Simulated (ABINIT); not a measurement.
Planning a run of ABINIT 10.8.3 on MoS2 (P6_3/mmc). The input:

```
acell 3*1.0 Angstrom
rprim 
  3.169000000004 -0.000000000001 0.000000000000
  -1.584500000001 2.744434504597 0.000000000000
  0.000000000000 0.000000000000 12.324000000000
ntypat 2
znucl 42 16
natom 6
typat 1 1 2 2 2 2
xred 
  0.333333333333 0.666666666667 0.250000000000
  0.666666666667 0.333333333333 0.750000000000
  0.333333333333 0.666666666667 0.623000000000
  0.666666666667 0.333333333333 0.123000000000
  0.333333333333 0.666666666667 0.877000000000
  0.666666666667 0.333333333333 0.377000000000
pp_dirpath "pseudos"
pseudos "Mo.upf, S.upf"
ecut 36
ngkpt 3 3 1
nshiftk 1
shiftk 0 0 0
kptopt 1
chksymbreak 0
istwfk *1
occopt 1
irdwfk 1
optdriver 4
nband 349
gwcalctyp 0
ecutsigx 36
symsigma 1
nkptgw 2
kptgw 
  0.0000000000 0.0000000000 0.0000000000
  0.3333333333 0.3333333333 0.0000000000
bdgw 
  25 28
  25 28
ecuteps 6.6
irdscr 1
ppmodel 1
indata_prefix "in"
outdata_prefix "out"
tmpdata_prefix "tmp"
```

The database entry behind the starting cell differs from other determinations of this structure, so it need not match the best structure at room temperature.

```sh
OMP_NUM_THREADS=1 mpirun -n 4 abinit run.abi > log
```

Q: Estimate wall time and host memory on 4 MPI ranks of Arm Neoverse V1, shared host.

It took 45 s; on shared hardware allow 22 s to 90 s. Peak host memory was 1.4 GiB.

[Long decimals in the printed logs are rounded to 6 places.]

[Logs are printed without paths, hosts, clocks, repeated set-up lines and the standing remarks that a program may print on its own settings, such as how far it seeks lower states.]

[Paths, hosts, dates, memory and timing lines, banners, echoed tables and standing remarks are left out of the program output; an Ansatz launch command may be rebuilt from the run's recorded settings. Measured values are a selection of at most five: reports struck by readers or far from the other reports are left out. None is set beside runs whose start may be inverted or whose files or cutoffs have a known fault.]

[Runs of the session that timed out or met a known fault of the program may be left out.]

[Hosts, paths, dates, database ids (printed as entryN), source tags and the programs' standing remarks are cut or masked in the printed files.]

[G0W0 gaps are taken among the corrected bands and points alone; a level outside them can change the order at an edge.]

[Where Ansatz stands beside ABINIT at settings called matched, ABINIT's density can come from a denser mesh and the files from another edition; pairs whose starting gaps differed by over 0.03 eV were left out, so agreement reads better than it is.]
